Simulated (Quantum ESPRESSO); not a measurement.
# arsenene, 1 layer, rectangular cell, stepped through strain along the second axis, part 2 of 6

Wanted: a table for arsenene, 1 layer, rectangular cell against strain along the second axis, and what can be fitted to it.

Quantum ESPRESSO 7.5; plane-wave DFT, PBE, GBRV ultrasoft pseudopotentials.

So far. Step 2 (Relaxing cell and ions of the reference):  The last row is no step: it is a fresh SCF in the final cell with a new plane-wave basis, -0 meV from the row before.

### Step 3. Relaxing the ions, -4 %

m0.relax.in

```
&control
  prefix = 'm0.relax'
  outdir = './out'
  pseudo_dir = './pseudo'
  nstep = 40
  forc_conv_thr = 0.0003
  calculation = 'relax'
  tstress = .true.
/
&system
  ibrav = 0
  nat = 4
  ntyp = 1
  ecutwfc = 50
  ecutrho = 250
  occupations = 'smearing'
  smearing = 'fd'
  degauss = 0.002
/
&electrons
  conv_thr = 1e-09
  mixing_beta = 0.4
  electron_maxstep = 120
  mixing_mode = 'plain'
/
&ions
/
ATOMIC_SPECIES
  As  74.9216  as_pbe_v1.uspp.F.UPF
CELL_PARAMETERS angstrom
  3.61112093400000 0.00000000000000 0.00000000000000
  0.00000000000000 6.00292240800000 0.00000000000000
  0.00000000000000 0.00000000000000 16.40000000000000
ATOMIC_POSITIONS crystal
  As  0.500000000000 0.166684633500 0.457414708500
  As  0.000000000000 0.666684619600 0.457414710100
  As  0.999999999900 0.333315380500 0.542585289900
  As  0.500000000000 0.833315366500 0.542585291500
K_POINTS automatic
  8 6 1 0 0 0
```

Started as:

```console
OMP_NUM_THREADS=1 mpirun -n 4 pw.x -nk 2 -in m0.relax.in > m0.relax.out
```

The log of the run:

```text
[banner, memory and clock lines left out]
Program PWSCF v.7.5 starts
[citation notice left out]

[...]
Message from routine setup:
[...]
bravais-lattice index     =            0
     lattice parameter (alat)  =       6.8240  a.u.
     unit-cell volume          =    2399.0827 (a.u.)^3
     number of atoms/cell      =            4
     number of atomic types    =            1
     number of electrons       =        20.00
     number of Kohn-Sham states=           14
     kinetic-energy cutoff     =      50.0000  Ry
     charge density cutoff     =     250.0000  Ry
     scf convergence threshold =      1.0E-09
     mixing beta               =       0.4000
     number of iterations used =            8  plain     mixing
     energy convergence thresh.=      1.0E-04
     force convergence thresh. =      3.0E-04
     Exchange-correlation= SLA  PW   PBE  PBE
                           (   1   4   3   4   0   0   0)
     nstep                     =           40

[...]
PseudoPot. # 1 for As read from file:
     ./pseudo/as_pbe_v1.uspp.F.UPF
     Pseudo is Ultrasoft + core correction, Zval =  5.0
     Generated by new atomic code, or converted to UPF format
     Using radial grid of  875 points,  6 beta functions with:
                l(1) =   0
                l(2) =   0
                l(3) =   1
                l(4) =   1
                l(5) =   2
                l(6) =   2
     Q(r) pseudized with  8 coefficients,  rinner =    1.300   1.300   1.300
                                                       1.300   1.300

     atomic species   valence    mass     pseudopotential
     As                5.00    74.92160     As( 1.00)

      4 Sym. Ops., with inversion, found

[...]
number of k points=    20  Fermi-Dirac smearing, width (Ry)=  0.0020
[...]
Dense  grid:   160253 G-vectors     FFT dimensions: (  36,  60, 160)

     Smooth grid:   114667 G-vectors     FFT dimensions: (  32,  54, 144)

     Initial potential from superposition of free atoms

     starting charge      19.9990, renormalised to      20.0000

     negative rho (up, down):  1.519E-04 0.000E+00
     Starting wfcs are   16 randomized atomic wfcs

     per-process dynamical memory:    66.5 Mb

     Self-consistent Calculation

     iteration #  1     ecut=    50.00 Ry     beta= 0.40
     Davidson diagonalization with overlap
     ethr =  1.00E-02,  avg # of iterations =  2.1

     Threshold (ethr) on eigenvalues was too large:
     Diagonalizing with lowered threshold

     Davidson diagonalization with overlap
     ethr =  2.20E-04,  avg # of iterations =  2.4

     negative rho (up, down):  2.561E-05 0.000E+00

     total energy              =    -161.08081750 Ry
     estimated scf accuracy    <       0.04411737 Ry

     iteration #  2     ecut=    50.00 Ry     beta= 0.40
[...]
negative rho (up, down):  6.779E-05 0.000E+00

[...]
total energy              =    -161.07988241 Ry
     estimated scf accuracy    <       0.01266918 Ry

     iteration #  3     ecut=    50.00 Ry     beta= 0.40
[...]
negative rho (up, down):  9.718E-05 0.000E+00

[...]
total energy              =    -161.08101353 Ry
     estimated scf accuracy    <       0.00040699 Ry

     iteration #  4     ecut=    50.00 Ry     beta= 0.40
[...]
c_bands:  1 eigenvalues not converged
[...]
negative rho (up, down):  1.198E-04 0.000E+00

[...]
total energy              =    -161.08131393 Ry
     estimated scf accuracy    <       0.00006392 Ry

     iteration #  5     ecut=    50.00 Ry     beta= 0.40
[...]
negative rho (up, down):  1.333E-04 0.000E+00

[...]
total energy              =    -161.08132513 Ry
     estimated scf accuracy    <       0.00002423 Ry

     iteration #  6     ecut=    50.00 Ry     beta= 0.40
[...]
negative rho (up, down):  1.429E-04 0.000E+00

[...]
total energy              =    -161.08133239 Ry
     estimated scf accuracy    <       0.00000147 Ry

     iteration #  7     ecut=    50.00 Ry     beta= 0.40
[...]
negative rho (up, down):  1.487E-04 0.000E+00

[...]
total energy              =    -161.08133493 Ry
     estimated scf accuracy    <       0.00000053 Ry

     iteration #  8     ecut=    50.00 Ry     beta= 0.40
[...]
negative rho (up, down):  1.520E-04 0.000E+00

[...]
total energy              =    -161.08133504 Ry
     estimated scf accuracy    <       0.00000006 Ry

     iteration #  9     ecut=    50.00 Ry     beta= 0.40
[...]
negative rho (up, down):  1.542E-04 0.000E+00

[...]
total energy              =    -161.08133511 Ry
     estimated scf accuracy    <       0.00000002 Ry

     iteration # 10     ecut=    50.00 Ry     beta= 0.40
[...]
negative rho (up, down):  1.577E-04 0.000E+00

[...]
End of self-consistent calculation

          k = 0.0000 0.0000 0.0000 ( 14307 PWs)   bands (ev):

   -16.2219 -13.3981 -11.6959  -9.7143  -5.9305  -4.6219  -4.0713  -3.1503
    -2.4183  -2.1810  -0.6722  -0.2244   0.7302   1.0454

          k = 0.0000 0.1003 0.0000 ( 14341 PWs)   bands (ev):

   -16.1197 -13.8819 -11.1444  -9.6825  -6.0986  -4.5250  -3.7557  -3.1894
    -3.0168  -2.6753  -0.8071   0.2271   0.9409   1.2981

[...]
the Fermi energy is    -1.6112 ev

!    total energy              =    -161.08133513 Ry
     estimated scf accuracy    <          7.4E-10 Ry
     smearing contrib. (-TS)   =      -0.00000000 Ry
     internal energy E=F+TS    =    -161.08133513 Ry

     The total energy is F=E-TS. E is the sum of the following terms:
     one-electron contribution =    -204.36730560 Ry
     hartree contribution      =     106.18873706 Ry
     xc contribution           =    -126.10242565 Ry
     ewald contribution        =      63.19965906 Ry

     convergence has been achieved in  10 iterations

     negative rho (up, down):  1.577E-04 0.000E+00

     Forces acting on atoms (cartesian axes, Ry/au):

     atom    1 type  1   force =     0.00000000    0.00710948   -0.01106841
     atom    2 type  1   force =     0.00000000    0.00710912   -0.01106848
     atom    3 type  1   force =     0.00000000   -0.00710912    0.01106848
     atom    4 type  1   force =     0.00000000   -0.00710948    0.01106841

     Total force =     0.026310     Total SCF correction =     0.000024

     Computing stress (Cartesian axis) and pressure

     negative rho (up, down):  1.577E-04 0.000E+00
          total   stress  (Ry/bohr**3)                   (kbar)     P=        7.90
   0.00002489   0.00000000   0.00000000            3.66        0.00        0.00
   0.00000000   0.00011248  -0.00001562            0.00       16.55       -2.30
   0.00000000  -0.00001562   0.00002369            0.00       -2.30        3.48

     BFGS Geometry Optimization
     Energy error            =      6.9E-04 Ry
     Gradient error          =      1.1E-02 Ry/Bohr

     number of scf cycles    =   1
     number of bfgs steps    =   0

     energy             new  =    -161.0813351295 Ry

     new trust radius        =       0.0131550160 bohr
     new conv_thr            =       0.0000000010 Ry

ATOMIC_POSITIONS (crystal)
As               0.5000000000        0.1673113575        0.4570575652
As               0.0000000000        0.6673113115        0.4570575645
As               0.9999999999        0.3326886886        0.5429424355
As               0.5000000000        0.8326886425        0.5429424348

[...]
NEW-OLD atomic charge density approx. for the potential

     negative rho (up, down):  1.591E-04 0.000E+00

     per-process dynamical memory:    74.4 Mb

[...]
!    total energy              =    -161.08184289 Ry
[...]
Total force =     0.012524     Total SCF correction =     0.000004
[...]
number of bfgs steps    =   1
[...]
energy             new  =    -161.0818428874 Ry
[...]
new trust radius        =       0.0120870740 bohr
[...]
!    total energy              =    -161.08200319 Ry
[...]
Total force =     0.002584     Total SCF correction =     0.000003
[...]
number of bfgs steps    =   2
[...]
energy             new  =    -161.0820031899 Ry
[...]
new trust radius        =       0.0016849588 bohr
[...]
!    total energy              =    -161.08200932 Ry
[...]
Total force =     0.001604     Total SCF correction =     0.000002
[...]
number of bfgs steps    =   3
[...]
energy             new  =    -161.0820093170 Ry
[...]
new trust radius        =       0.0018534547 bohr
[...]
Self-consistent Calculation

     iteration #  1     ecut=    50.00 Ry     beta= 0.40
     Davidson diagonalization with overlap
     ethr =  1.00E-06,  avg # of iterations =  2.0

     Threshold (ethr) on eigenvalues was too large:
     Diagonalizing with lowered threshold

     Davidson diagonalization with overlap
     ethr =  1.12E-09,  avg # of iterations =  7.0

     negative rho (up, down):  1.554E-04 0.000E+00

     total energy              =    -161.08201247 Ry
     estimated scf accuracy    <       0.00000019 Ry

[...]
iteration #  5     ecut=    50.00 Ry     beta= 0.40
[...]
negative rho (up, down):  1.552E-04 0.000E+00

[...]
End of self-consistent calculation

          k = 0.0000 0.0000 0.0000 ( 14307 PWs)   bands (ev):

   -16.1173 -13.3639 -11.5307  -9.7501  -5.9535  -4.5321  -4.0308  -3.1820
    -2.3762  -2.0181  -0.6316  -0.1480   0.6166   1.1594

          k = 0.0000 0.1003 0.0000 ( 14341 PWs)   bands (ev):

   -16.0158 -13.8172 -11.0202  -9.7162  -6.0977  -4.4363  -3.7296  -3.1403
    -2.9464  -2.6231  -0.7913   0.2845   0.8585   1.3911

[...]
the Fermi energy is    -1.5248 ev

!    total energy              =    -161.08201250 Ry
     estimated scf accuracy    <          8.0E-12 Ry
     smearing contrib. (-TS)   =      -0.00000000 Ry
     internal energy E=F+TS    =    -161.08201250 Ry

     The total energy is F=E-TS. E is the sum of the following terms:
     one-electron contribution =    -203.59522715 Ry
     hartree contribution      =     105.82622197 Ry
     xc contribution           =    -126.07532229 Ry
     ewald contribution        =      62.76231497 Ry

     convergence has been achieved in   5 iterations

     negative rho (up, down):  1.552E-04 0.000E+00

     Forces acting on atoms (cartesian axes, Ry/au):

     atom    1 type  1   force =     0.00000000    0.00003573    0.00013714
     atom    2 type  1   force =     0.00000000    0.00003570    0.00013713
     atom    3 type  1   force =     0.00000000   -0.00003570   -0.00013713
     atom    4 type  1   force =     0.00000000   -0.00003573   -0.00013714

     Total force =     0.000283     Total SCF correction =     0.000002

     Computing stress (Cartesian axis) and pressure

     negative rho (up, down):  1.552E-04 0.000E+00
          total   stress  (Ry/bohr**3)                   (kbar)     P=        5.75
   0.00002087   0.00000000   0.00000000            3.07        0.00        0.00
   0.00000000   0.00009741  -0.00000008            0.00       14.33       -0.01
   0.00000000  -0.00000008  -0.00000096            0.00       -0.01       -0.14

     Energy error            =      3.2E-06 Ry
     Gradient error          =      1.4E-04 Ry/Bohr

     bfgs converged in   5 scf cycles and   4 bfgs steps
     (criteria: energy <  1.0E-04 Ry, force <  3.0E-04 Ry/Bohr)

     End of BFGS Geometry Optimization

     Final energy             =    -161.0820124983 Ry

     File ./out/m0.relax.bfgs deleted, as requested
Begin final coordinates

ATOMIC_POSITIONS (crystal)
As               0.5000000000        0.1683214001        0.4567931055
As               0.0000000000        0.6683213824        0.4567930981
As               0.9999999999        0.3316786177        0.5432069019
As               0.5000000000        0.8316785999        0.5432068945
End final coordinates

[...]
```

Wall time 1.8 min (4 MPI ranks of Arm Neoverse V1, shared host); peak memory 0.87 GiB; 7.2 min of CPU time.

Step by step:

| step | energy less that of the first step (eV) | largest force (eV/Å) |
| --- | --- | --- |
| 1 | 0.0000 | 0.3382 |
| 2 | -0.0069 | 0.1610 |
| 3 | -0.0091 | 0.0332 |
| 4 | -0.0092 | 0.0206 |
| 5 | -0.0092 | 0.0036 |

The atoms that moved most (Å):

| atom | dx | dy | dz | length |
| --- | --- | --- | --- | --- |
| As2 | 0.000 | 0.010 | -0.010 | 0.014 |
| As3 | 0.000 | -0.010 | 0.010 | 0.014 |
| As4 | 0.000 | -0.010 | 0.010 | 0.014 |
| As1 | 0.000 | 0.010 | -0.010 | 0.014 |

The relaxation lowers the energy by 2 meV an atom.

This step gave:

```
free energy  : -2191.6324 eV
Fermi energy : -1.525 eV
```

### Step 4. Self-consistent run, -4 %

The self-consistent run of this member.

m0.scf.in

```
&control
  prefix = 'm0.scf'
  outdir = './out'
  pseudo_dir = './pseudo'
  calculation = 'scf'
  tprnfor = .true.
/
&system
  ibrav = 0
  nat = 4
  ntyp = 1
  ecutwfc = 40
  ecutrho = 200
  occupations = 'smearing'
  smearing = 'fd'
  degauss = 0.002
  nbnd = 14
/
&electrons
  conv_thr = 1e-09
  mixing_beta = 0.4
  electron_maxstep = 120
  mixing_mode = 'plain'
/
ATOMIC_SPECIES
  As  74.9216  as_pbe_v1.uspp.F.UPF
CELL_PARAMETERS angstrom
  3.61112093400000 0.00000000000000 0.00000000000000
  0.00000000000000 6.00292240800000 0.00000000000000
  0.00000000000000 0.00000000000000 16.40000000000000
ATOMIC_POSITIONS crystal
  As  0.500000000000 0.168321400100 0.456793105500
  As  0.000000000000 0.668321382400 0.456793098100
  As  0.999999999900 0.331678617700 0.543206901900
  As  0.500000000000 0.831678599900 0.543206894500
K_POINTS automatic
  8 6 1 0 0 0
```

Started as:

```console
OMP_NUM_THREADS=1 mpirun -n 4 pw.x -nk 2 -in m0.scf.in > m0.scf.out
```

The log of the run:

```text
[banner, memory and clock lines left out]
Program PWSCF v.7.5 starts
[citation notice left out]

[...]
Message from routine setup:
[...]
bravais-lattice index     =            0
     lattice parameter (alat)  =       6.8240  a.u.
     unit-cell volume          =    2399.0827 (a.u.)^3
     number of atoms/cell      =            4
     number of atomic types    =            1
     number of electrons       =        20.00
     number of Kohn-Sham states=           14
     kinetic-energy cutoff     =      40.0000  Ry
     charge density cutoff     =     200.0000  Ry
     scf convergence threshold =      1.0E-09
     mixing beta               =       0.4000
     number of iterations used =            8  plain     mixing
     Exchange-correlation= SLA  PW   PBE  PBE
                           (   1   4   3   4   0   0   0)

[...]
PseudoPot. # 1 for As read from file:
     ./pseudo/as_pbe_v1.uspp.F.UPF
     Pseudo is Ultrasoft + core correction, Zval =  5.0
     Generated by new atomic code, or converted to UPF format
     Using radial grid of  875 points,  6 beta functions with:
                l(1) =   0
                l(2) =   0
                l(3) =   1
                l(4) =   1
                l(5) =   2
                l(6) =   2
     Q(r) pseudized with  8 coefficients,  rinner =    1.300   1.300   1.300
                                                       1.300   1.300

     atomic species   valence    mass     pseudopotential
     As                5.00    74.92160     As( 1.00)

      4 Sym. Ops., with inversion, found

[...]
number of k points=    20  Fermi-Dirac smearing, width (Ry)=  0.0020
[...]
Dense  grid:   114667 G-vectors     FFT dimensions: (  32,  54, 144)

     Smooth grid:    82043 G-vectors     FFT dimensions: (  27,  45, 125)

     Initial potential from superposition of free atoms

     starting charge      19.9990, renormalised to      20.0000

     negative rho (up, down):  1.770E-04 0.000E+00
     Starting wfcs are   16 randomized atomic wfcs

     per-process dynamical memory:    48.9 Mb

     Self-consistent Calculation

     iteration #  1     ecut=    40.00 Ry     beta= 0.40
     Davidson diagonalization with overlap
     ethr =  1.00E-02,  avg # of iterations =  2.0

     Threshold (ethr) on eigenvalues was too large:
     Diagonalizing with lowered threshold

     Davidson diagonalization with overlap
     ethr =  2.16E-04,  avg # of iterations =  2.5

     negative rho (up, down):  2.611E-04 0.000E+00

     total energy              =    -161.08137497 Ry
     estimated scf accuracy    <       0.04363977 Ry

     iteration #  2     ecut=    40.00 Ry     beta= 0.40
[...]
negative rho (up, down):  3.502E-04 0.000E+00

[...]
total energy              =    -161.08049441 Ry
     estimated scf accuracy    <       0.01231081 Ry

     iteration #  3     ecut=    40.00 Ry     beta= 0.40
[...]
negative rho (up, down):  3.628E-04 0.000E+00

[...]
total energy              =    -161.08144276 Ry
     estimated scf accuracy    <       0.00044775 Ry

     iteration #  4     ecut=    40.00 Ry     beta= 0.40
[...]
c_bands:  1 eigenvalues not converged
[...]
negative rho (up, down):  3.699E-04 0.000E+00

[...]
total energy              =    -161.08165885 Ry
     estimated scf accuracy    <       0.00004562 Ry

     iteration #  5     ecut=    40.00 Ry     beta= 0.40
[...]
negative rho (up, down):  3.727E-04 0.000E+00

[...]
total energy              =    -161.08167056 Ry
     estimated scf accuracy    <       0.00001740 Ry

     iteration #  6     ecut=    40.00 Ry     beta= 0.40
[...]
negative rho (up, down):  3.783E-04 0.000E+00

[...]
total energy              =    -161.08167700 Ry
     estimated scf accuracy    <       0.00000121 Ry

     iteration #  7     ecut=    40.00 Ry     beta= 0.40
[...]
negative rho (up, down):  3.815E-04 0.000E+00

[...]
total energy              =    -161.08167858 Ry
     estimated scf accuracy    <       0.00000029 Ry

     iteration #  8     ecut=    40.00 Ry     beta= 0.40
[...]
negative rho (up, down):  3.834E-04 0.000E+00

[...]
total energy              =    -161.08167866 Ry
     estimated scf accuracy    <       0.00000002 Ry

     iteration #  9     ecut=    40.00 Ry     beta= 0.40
[...]
negative rho (up, down):  3.847E-04 0.000E+00

[...]
total energy              =    -161.08167867 Ry
     estimated scf accuracy    <          3.1E-09 Ry

     iteration # 10     ecut=    40.00 Ry     beta= 0.40
[...]
negative rho (up, down):  3.869E-04 0.000E+00

[...]
End of self-consistent calculation

          k = 0.0000 0.0000 0.0000 ( 10217 PWs)   bands (ev):

   -16.1183 -13.3645 -11.5311  -9.7494  -5.9532  -4.5326  -4.0304  -3.1815
    -2.3767  -2.0186  -0.6322  -0.1488   0.6169   1.1592

          k = 0.0000 0.1003 0.0000 ( 10239 PWs)   bands (ev):

   -16.0168 -13.8179 -11.0204  -9.7155  -6.0975  -4.4369  -3.7291  -3.1399
    -2.9469  -2.6236  -0.7917   0.2841   0.8586   1.3911

[...]
the Fermi energy is    -1.5236 ev

!    total energy              =    -161.08167865 Ry
     estimated scf accuracy    <          6.7E-10 Ry
     smearing contrib. (-TS)   =      -0.00000000 Ry
     internal energy E=F+TS    =    -161.08167865 Ry

     The total energy is F=E-TS. E is the sum of the following terms:
     one-electron contribution =    -203.59115728 Ry
     hartree contribution      =     105.82526526 Ry
     xc contribution           =    -126.07810156 Ry
     ewald contribution        =      62.76231494 Ry

     convergence has been achieved in  10 iterations

     negative rho (up, down):  3.869E-04 0.000E+00

     Forces acting on atoms (cartesian axes, Ry/au):

     atom    1 type  1   force =     0.00000000    0.00005110   -0.00007596
     atom    2 type  1   force =     0.00000000    0.00005080   -0.00007595
     atom    3 type  1   force =     0.00000000   -0.00005080    0.00007595
     atom    4 type  1   force =     0.00000000   -0.00005110    0.00007596

     Total force =     0.000183     Total SCF correction =     0.000030
     SCF correction compared to forces is large: reduce conv_thr to get better values

[...]
```

Elapsed: 21 s, on 4 MPI ranks; peak memory 0.38 GiB; 85 s of CPU time.

This step gave:

| Item | Value |
| --- | --- |
| free energy | -2191.6279 eV |
| Fermi energy | -1.524 eV |
| valence top, on the run's zero | -2.019 eV |
| conduction bottom, on the run's zero | -1.013 eV |
| gap by band count | 1.006 eV |

[end of part 2 of 6]

[Logs are printed without paths, hosts, clocks, repeated set-up lines and the standing remarks that a program may print on its own settings, such as how far it seeks lower states.]

[Hosts, paths, dates, database ids (printed as entryN), source tags and the programs' standing remarks are cut or masked in the printed files.]

[Maps of the electrostatic potential energy from Ansatz leave out the sawtooth potential of an applied field or a dipole correction, so their vacuum need not be flat; planar profiles and work functions include it.]
